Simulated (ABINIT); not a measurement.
# MgO (Fm-3m): G0W0 with ABINIT, start to end

Wanted: ground state, empty states, screening and self-energy for MgO (Fm-3m).

Program: ABINIT 10.8.3. Level of theory: PBE and many-body steps on it, plane waves. Values are calculated unless marked as measured.

**Experimental background.**

- Gap 7.83 eV: literature experimental gap; bulk crystal (quoted in “Electronic structure of alkaline earth and post-transition metal oxides”, 2009, arxiv:0908.1581).

- Gap 7.83 eV: direct gap at Gamma, low temperature; bulk crystal (literature value) (quoted in “The Band-Gap Studies of Short-Period CdO/MgO Superlattices”, 2021, pmc:8035356).

**1. The starting structure**

Symmetry: Fm-3m, No. 225, cubic system. Conventional cell: a = 4.194 Å, b = 4.194 Å, c = 4.194 Å, α = 90.00°, β = 90.00°, γ = 90.00°. Nearest to Mg lie 6 O at 2.10 Å. Nearest to O lie 6 Mg at 2.10 Å. Farther neighbours, and contacts between anions beyond the nearest, are not listed.

The cell and positions are those that the Materials Project relaxed with its own functionals (PBE, PBE+U or r2SCAN), kept fixed.

**2. Ground state**

This step: ABINIT 10.8.3; DFT, PBE, plane waves, norm-conserving pseudopotentials.

The ground-state density comes first.

run.abi reads:

```
acell 3*1.0 Angstrom
rprim 
  -0.000000000000 2.097001392700 2.097001392700
  2.097001392700 0.000000000000 2.097001392700
  2.097001392700 2.097001392700 0.000000000000
ntypat 2
znucl 12 8
natom 2
typat 1 2
xred 
  0.000000000000 0.000000000000 0.000000000000
  0.500000000000 0.500000000000 0.500000000000
pp_dirpath "pseudos"
pseudos "Mg.upf, O.upf"
ecut 38
ngkpt 8 8 8
nshiftk 1
shiftk 0 0 0
kptopt 1
chksymbreak 0
nband 13
occopt 1
tolvrs 1e-10
nstep 60
prtwf 0
optforces 0
optstress 0
indata_prefix "in"
outdata_prefix "out"
tmpdata_prefix "tmp"
```

Started as:

```
$ OMP_NUM_THREADS=1 mpirun -n 8 abinit run.abi > log
```

What it wrote:

```text
.Version 10.8.3 of ABINIT. v10.8.2 released Aug 2026.

 Symmetries : space group Fm -3 m (#225); Bravais cF (face-center cubic)
================================================================================
 Values of the parameters that define the memory need of the present run
     intxc =       0    ionmov =       0      iscf =       7    lmnmax =       5
     lnmax =       5     mgfft =      32  mpssoang =       3    mqgrid =    3001
     natom =       2  nloc_mem =       1    nspden =       1   nspinor =       1
    nsppol =       1      nsym =      48    n1xccc =    2501    ntypat =       2
    occopt =       1   xclevel =       2
-    mband =          13        mffmem =           1         mkmem =           4
       mpw =        1410          nfft =       32768          nkpt =          29
================================================================================
  Rough estimation (10% accuracy) of disk space for files :
================================================================================

--------------------------------------------------------------------------------
------------- Echo of variables that govern the present computation ------------
--------------------------------------------------------------------------------
 -outvars: echo values of preprocessed input variables --------
            acell      1.8897261259E+00  1.8897261259E+00  1.8897261259E+00 Bohr

      chksymbreak           0
             ecut      3.80000000E+01 Hartree
-          fftalg         312

              ixc     -101130
              kpt      0.00000000E+00  0.00000000E+00  0.00000000E+00
                       1.25000000E-01  0.00000000E+00  0.00000000E+00
                       2.50000000E-01  0.00000000E+00  0.00000000E+00
                       3.75000000E-01  0.00000000E+00  0.00000000E+00
                       5.00000000E-01  0.00000000E+00  0.00000000E+00
                       1.25000000E-01  1.25000000E-01  0.00000000E+00
                       2.50000000E-01  1.25000000E-01  0.00000000E+00
                       3.75000000E-01  1.25000000E-01  0.00000000E+00
                       5.00000000E-01  1.25000000E-01  0.00000000E+00
   [... 18 further rows ...]
                      -3.75000000E-01  5.00000000E-01  1.25000000E-01
                      -2.50000000E-01  5.00000000E-01  2.50000000E-01
         kptrlatt        8    0    0      0    8    0      0    0    8
          kptrlen      4.48334925E+01
P           mkmem           4
            natom           2
            nband          13
            ngfft          32      32      32
             nkpt          29
            nstep          60
             nsym          48
           ntypat           2
              occ      2.000000  2.000000  2.000000  2.000000  2.000000  2.000000
                       2.000000  2.000000  0.000000  0.000000  0.000000  0.000000
                       0.000000
        optforces           0
        optstress           0
            prtwf           0
            rprim     -0.0000000000E+00  2.0970013927E+00  2.0970013927E+00
[...]
spgroup         225

           tolvrs      1.00000000E-10

             xred      0.0000000000E+00  0.0000000000E+00  0.0000000000E+00
[...]
znucl       12.00000    8.00000

================================================================================

 chkinp: Checking input parameters for consistency.

================================================================================
== DATASET  1 ==================================================================
-   mpi_nproc: 8, omp_nthreads: 1 (-1 if OMP is not activated)

--- !DatasetInfo
iteration_state: {dtset: 1, }
dimensions: {natom: 2, nkpt: 29, mband: 13, nsppol: 1, nspinor: 1, nspden: 1, mpw: 1410, }
cutoff_energies: {ecut:  38.0, pawecutdg:  -1.0, }
electrons: {nelect:   1.60000000E+01, charge:   0.00000000E+00, occopt:   1.00000000E+00, tsmear:   1.00000000E-02, }

 Real(R)+Recip(G) space primitive vectors, cartesian coordinates (Bohr,Bohr^-1):
 R(1)=  0.0000000  3.9627583  3.9627583  G(1)= -0.1261747  0.1261747  0.1261747
 R(2)=  3.9627583  0.0000000  3.9627583  G(2)=  0.1261747 -0.1261747  0.1261747
 R(3)=  3.9627583  3.9627583  0.0000000  G(3)=  0.1261747  0.1261747 -0.1261747
 Unit cell volume ucvol=  1.2445798E+02 bohr^3
 Angles (23,13,12)=  6.00000000E+01  6.00000000E+01  6.00000000E+01 degrees

 getcut: wavevector=  0.0000  0.0000  0.0000  ngfft=  32  32  32
         ecut(hartree)=     38.000   => boxcut(ratio)=   2.05769

--- Pseudopotential description ------------------------------------------------
- Mg Generated using ONCVPSP code by D. R. Hamann
- 12.00000  10.00000  171031                  znucl, zion, pspdat
12 -101130 1 -1 1510                          pspcod,pspxc,lmax,lloc,mmax
     nproj     2     2     0
  pspatm : epsatm=    9.22893308
         --- l  ekb(1:nproj) -->
[...]
pspatm: atomic psp has been read  and splines computed

- O Generated using ONCVPSP code by D. R. Hamann
-  8.00000   6.00000  171031                  znucl, zion, pspdat
12 -101130 2 -1 936                           pspcod,pspxc,lmax,lloc,mmax
     nproj     2     2     1
  pspatm : epsatm=    6.19545534
         --- l  ekb(1:nproj) -->
[...]
1   -4.717130   -1.149271
             2   -1.331955
 pspatm: atomic psp has been read  and splines computed

   2.46790215E+02                                ecore*ucvol(ha*bohr**3)
--------------------------------------------------------------------------------

_setup2: Arith. and geom. avg. npw (full set) are    1393.920    1393.901

================================================================================

--- !BeginCycle
iteration_state: {dtset: 1, }
solver: {iscf: 7, nstep: 60, nline: 4, wfoptalg: 0, }
tolerances: {tolvrs: 1.00E-10, }

     iter   Etot(hartree)      deltaE(h)  residm     vres2
 ETOT  1  -75.935065    -7.594E+01 9.238E-02 3.759E+02
 ETOT  2  -75.948061    -1.300E-02 1.782E-03 3.414E+02
 ETOT  3  -76.049589    -1.015E-01 3.706E-03 3.355E+00
 ETOT  4  -76.050444    -8.548E-04 6.433E-04 6.727E-03
 ETOT  5  -76.050444    -4.996E-07 3.028E-04 2.929E-04
 ETOT  6  -76.050444    -8.324E-08 1.825E-04 1.734E-05
 ETOT  7  -76.050444    -3.254E-09 9.311E-05 2.500E-07
 ETOT  8  -76.050444    -1.778E-11 6.468E-05 1.722E-08
 ETOT  9  -76.050444    -5.500E-12 3.138E-05 4.688E-11

 At SCF step    9       vres2   =  4.69E-11 < tolvrs=  1.00E-10 =>converged.

--- !ResultsGS
iteration_state: {dtset: 1, }
comment   : Summary of ground state results
lattice_vectors:
- [ -0.0000000,   3.9627583,   3.9627583, ]
- [  3.9627583,   0.0000000,   3.9627583, ]
- [  3.9627583,   3.9627583,   0.0000000, ]
lattice_lengths: [   5.60419,    5.60419,    5.60419, ]
lattice_angles: [ 60.000,  60.000,  60.000, ] # degrees, (23, 13, 12)
lattice_volume:   1.2445798E+02
convergence: {deltae: -5.500E-12, res2:  4.688E-11, residm:  3.138E-05, diffor:  0.000E+00, }
etotal    :  -7.60504444E+01
entropy   :   0.00000000E+00
fermie    :   1.77897150E-01
cartesian_stress_tensor: null
pressure_GPa: null
xred      :
- [  0.0000E+00,   0.0000E+00,   0.0000E+00, Mg]
- [  5.0000E-01,   5.0000E-01,   5.0000E-01,  O]
cartesian_forces: null
force_length_stats: {min: null, max: null, mean: null, }

 Integrated electronic density in atomic spheres:
 ------------------------------------------------
 Atom  Sphere_radius  Integrated_density
    1        2.00000          8.40527242
    2        2.00000          6.31969377
================================================================================

 ----iterations are completed or convergence reached----

 Mean square residual over all n,k,spin=   88.198E-09; max=  31.375E-06
 reduced coordinates (array xred) for    2 atoms
       0.000000      0.000000      0.000000
       0.500000      0.500000      0.500000
 rms dE/dt=  0.0000E+00; max dE/dt=  0.0000E+00; dE/dt below (all hartree)
    1       0.000000      0.000000      0.000000
    2       0.000000      0.000000      0.000000

 cartesian coordinates (angstrom) at end:
    1      0.000000     0.000000     0.000000
    2      2.097001     2.097001     2.097001
 length scales=  1.889726  1.889726  1.889726 bohr
              =  1.000000  1.000000  1.000000 angstroms
 prteigrs : about to open file out_EIG
 Fermi (or HOMO) energy (hartree) =   0.17790   Average Vxc (hartree)=  -0.42142
 Eigenvalues (hartree) for nkpt=  29  k points:
 kpt#   1, nband= 13, wtk=  0.00195, kpt=  0.0000  0.0000  0.0000 (reduced coord)
  -2.47971   -1.25783   -1.25783   -1.25783   -0.45613    0.17790    0.17790    0.17790
   0.35778    0.76721    0.76721    0.76721    0.90692
 prteigrs : prtvol=0 or 1, do not print more k-points.

--- !EnergyTerms
iteration_state     : {dtset: 1, }
comment             : Components of total free energy in Hartree
kinetic             :  4.534747E+01
hartree             :  2.065414E+01
xc                  : -1.225478E+01
Ewald energy        : -4.758738E+01
psp_core            :  1.982920E+00
local_psp           : -6.347685E+01
non_local_psp       : -2.071596E+01
total_energy        : -7.605044E+01
total_energy_eV     : -2.069438E+03
band_energy         : -1.270127E+01

== END DATASET(S) ==============================================================
================================================================================

 -outvars: echo values of variables after computation  --------
           etotal     -7.6050444435E+01
            nband          13
             nkpt          29
          spgroup         225
 [... the other variables as echoed above ...]

 Calculation completed.
```

Wall time 3.4 s (8 MPI ranks of INTEL XEON PLATINUM 8581C at 2.10GHz (Emerald Rapids), shared host); peak memory 0.56 GiB.

Read from the output:

```yaml
total_energy: -2069.4380 eV
gap: 4.895 eV
k_of_the_valence_top: 0, 0, 0
k_of_the_conduction_bottom: 0, 0, 0
least_direct_gap: 4.895 eV
```

The gap is direct, at Γ.

(Part 1 of 3 ends here.)

[Long decimals in the printed logs are rounded to 6 places.]

[Logs are printed without paths, hosts, clocks, repeated set-up lines and the standing remarks that a program may print on its own settings, such as how far it seeks lower states.]

[Paths, hosts, dates, memory and timing lines, banners, echoed tables and standing remarks are left out of the program output; an Ansatz launch command may be rebuilt from the run's recorded settings. Measured values are a selection of at most five: reports struck by readers or far from the other reports are left out. None is set beside runs whose start may be inverted or whose files or cutoffs have a known fault.]

[Runs of the session that timed out or met a known fault of the program may be left out.]

[Hosts, paths, dates, database ids (printed as entryN), source tags and the programs' standing remarks are cut or masked in the printed files.]

[G0W0 gaps are taken among the corrected bands and points alone; a level outside them can change the order at an edge.]

[Where Ansatz stands beside ABINIT at settings called matched, ABINIT's density can come from a denser mesh and the files from another edition; pairs whose starting gaps differed by over 0.03 eV were left out, so agreement reads better than it is.]
